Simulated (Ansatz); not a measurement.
# RbTcF3 (cubic perovskite) (Pm-3m): how robust is the cRPA U?, part 2 of 2

What does U in RbTcF3 (cubic perovskite) (Pm-3m) depend on besides the window?

Ansatz 0.2.0; constrained RPA on PBEsol, plane waves, PAW.

So far. Step 4 (Changed: 6×6×6 mesh): On the Tc d shell, screening brings the on-site interaction from 13.8 eV down to U = 5.23 eV.

The structure was built from a prototype and need not be the compound's stable phase.

## (7) Changed: sums without a band count

The input, input.yaml:

```yaml
crystal:
  lattice:
    - [0.0, -4.18826186, 0.0]
    - [0.0, 0.0, 4.18826186]
    - [-4.18826186, 0.0, 0.0]
  atoms:
    - { symbol: Rb, position: [0.0, 0.0, 0.0] }
    - { symbol: Tc, position: [0.5, 0.5, 0.5] }
    - { symbol: F, position: [0.5, 0.5, 0.0] }
    - { symbol: F, position: [0.5, 0.0, 0.5] }
    - { symbol: F, position: [0.0, 0.5, 0.5] }
kpoints:
  mp_grid: { grid: [6, 6, 6] }
hamiltonian:
  xc: pbesol
scf:
  occupations: { method: gaussian, width: 0.08 }
  n_extra_bands: 19
  max_iter: 150
  lower_state_search: "off"
output:
  crpa:
    kmesh: [4, 4, 4]
    target_bands: [v3, c2]
    projections: [{ species: Tc, l: d, shell: 4 }]
    accuracy: sum_over_states
```

The run is started by

```sh
> ansatz run input.yaml --threads 4 --pin off --max-ram 9216MiB --backend cpu --events-out ev --progress --plain --runs-dir out
```

Numbers of over 12 decimals in the logs are rounded to 6 here.

What it wrote:

```text
Error: 2 input errors — fix all and re-run
  1. invalid value for `output.crpa.n_empty_bands`: is left out, and the sums over bands alone (accuracy: sum_over_states under output.crpa) have no default for it, since their result follows it; type one, or take accuracy: low, medium or high under output.crpa
  2. invalid value for `output.crpa.ecut_chi`: is left out, and the sums over bands alone (accuracy: sum_over_states under output.crpa) have no default for it, since their result follows it; type one, or take accuracy: low, medium or high under output.crpa
```

Elapsed: 0.09 s, on 4 threads of Intel Xeon Platinum 8488C (Sapphire Rapids), shared host; peak memory 0.1 GiB.

The program refused the input before any cycle.

The program's message: “Error: 2 input errors — fix all and re-run”

The fault put into this input: sums without a band count.

## (8) Changed: potentials

Edit input.yaml of step 7 so:

```diff
@@ -15,2 +15,3 @@
   xc: pbesol
+  pseudopotentials: { kind: paw, source: ansatz }
 scf:
@@ -25,2 +26 @@
     projections: [{ species: Tc, l: d, shell: 4 }]
-    accuracy: sum_over_states
```

What it wrote:

```text
[...]
Crystal: 5 atoms, lattice volume = 73.469 Å³
Basis set: ecut = 1050 eV, 5695 PW (Γ)
Bands: 42, of which v1, the nominal top of the filled ones, is band 23 counted from 1 (22 counted from 0)
Symmetry: 48 space group operations
[...]
k-points: 20 of 216
[...]
χ-basis size per q: N_G = 251..280
[...]
screened: U = 5.2335 eV, U' = 4.4671 eV, J = 0.3742 eV
      screened d-shell averages: U_bar = F0 = 4.6204 eV, J_bar = 0.5275 eV
      screened, to within: U = 1.1e-2 eV, U' = 1.1e-2 eV, J = 7.2e-4 eV
      screened d-shell averages, to within: U_bar = 9.2e-3 eV, J_bar = 1.1e-3 eV
      bare: V = 13.8387 eV, V' = 12.8045 eV, J = 0.4966 eV
      bare d-shell averages: V_bar = F0 = 13.0113 eV, J_bar = 0.7034 eV
[...]
[key lines of the parts left out:]
SCF converged after 10 iterations
Free energy (F): -10962.242216 eV
Fermi energy:    10.303520 eV
```

Wall time 3.2 min (4 threads); peak memory 1.3 GiB; 12 min of CPU time.

This step gave:

```
U                                                 : 5.233 eV
U prime (inter-orbital)                           : 4.467 eV
J                                                 : 0.3742 eV
bare V                                            : 13.84 eV
bare J                                            : 0.4966 eV
stated bound on U                                 : 0.01045 eV
U over bare V                                     : 0.3782
electrons in the window                           : 5.000
head of the constrained inverse dielectric matrix : 0.3572
least eigenvalue of the projection's overlap      : 0.6853
target functions                                  : 5
bands in the sums                                 : 50
width of the target bands                         : 4.756 eV
weight of the projected orbitals in the window    : 0.8568
```

On the Tc d shell, screening brings the on-site interaction from 13.8 eV down to U = 5.23 eV.

## (9) Changed: r2SCAN

This step: constrained RPA on r2SCAN, plane waves, PAW.

Edit input.yaml of step 8 so:

```diff
@@ -14,4 +14,3 @@
 hamiltonian:
-  xc: pbesol
-  pseudopotentials: { kind: paw, source: ansatz }
+  xc: r2scan
 scf:
```

What it wrote:

```text
[...]
Crystal: 5 atoms, lattice volume = 73.469 Å³
Basis set: ecut = 500 eV, 1863 PW (Γ), exchange–correlation on 128×128×128 points (64 copies of the dense FFT grid, shifted against one another)
Bands: 42, of which v1, the nominal top of the filled ones, is band 23 counted from 1 (22 counted from 0)
Symmetry: 48 space group operations
[...]
k-points: 20 of 216
[...]
χ-basis size per q: N_G = 251..280
[...]
screened: U = 5.8004 eV, U' = 5.0036 eV, J = 0.3962 eV
      screened d-shell averages: U_bar = F0 = 5.1630 eV, J_bar = 0.5556 eV
      screened, to within: U = 7.4e-3 eV, U' = 7.3e-3 eV, J = 6.7e-4 eV
      screened d-shell averages, to within: U_bar = 6.2e-3 eV, J_bar = 9.7e-4 eV
      bare: V = 14.1592 eV, V' = 13.1049 eV, J = 0.5167 eV
      bare d-shell averages: V_bar = F0 = 13.3158 eV, J_bar = 0.7275 eV
[...]
[key lines of the parts left out:]
SCF converged after 8 iterations
Free energy (F): -11118.141008 eV
Fermi energy:    10.182417 eV
```

Wall time 70 s (4 threads); peak memory 0.87 GiB.

This step gave:

```
U                                                 : 5.800 eV
U prime (inter-orbital)                           : 5.004 eV
J                                                 : 0.3962 eV
bare V                                            : 14.16 eV
bare J                                            : 0.5167 eV
stated bound on U                                 : 0.007305 eV
U over bare V                                     : 0.4097
electrons in the window                           : 5.000
head of the constrained inverse dielectric matrix : 0.3929
least eigenvalue of the projection's overlap      : 0.7066
target functions                                  : 5
bands in the sums                                 : 50
width of the target bands                         : 5.385 eV
weight of the projected orbitals in the window    : 0.8679
```

On the Tc d shell, screening brings the on-site interaction from 14.2 eV down to U = 5.80 eV.

## (10) Side by side

Times are wall times on 4 threads of Intel Xeon Platinum 8488C (Sapphire Rapids), shared host, good to a factor of about two.

```csv
run,bare V (eV),U (eV),J (eV),bound on U (eV),width (eV),time
target window,13.84,5.241,0.375,0.0066,4.75,64 s
2×2×2 mesh,14.15,5.426,0.383,0.0081,4.75,9 s
6×6×6 mesh,13.82,5.227,0.375,0.0069,4.75,5.7 min
potentials,13.84,5.233,0.374,0.0105,4.76,3.2 min
r2SCAN,14.16,5.800,0.396,0.0073,5.38,70 s
```

## (11) Summary of results

```json
{
  "target window": "U 5.24 eV, J 0.38 eV",
  "2×2×2 mesh": "U 5.43 eV, J 0.38 eV",
  "6×6×6 mesh": "U 5.23 eV, J 0.37 eV",
  "potentials": "U 5.23 eV, J 0.37 eV",
  "r2SCAN": "U 5.80 eV, J 0.40 eV"
}
```

In words: 2×2×2 mesh moves U by +0.19 eV at 0.14 times the time. 6×6×6 mesh moves U by −0.01 eV at 5.3 times the time. Potentials moves U by −0.01 eV (within the solver's bounds, for the mean over orbitals) at 3.0 times the time. r2SCAN moves U by +0.56 eV. The printed bound covers the solver alone, not the mesh. The parent state is non-magnetic and the interaction static (zero frequency); U depends on the window and the orbitals, so it belongs to this model alone.

[Paths, hosts, dates, memory and timing lines, banners, echoed tables and standing remarks are left out of the program output.]

[Logs are printed without paths, hosts, clocks, repeated set-up lines and the standing remarks that a program may print on its own settings, such as how far it seeks lower states.]

[Runs of the session that timed out or met a known fault of the program may be left out.]

[Hosts, paths, dates, database ids (printed as entryN), source tags and the programs' standing remarks are cut or masked in the printed files.]
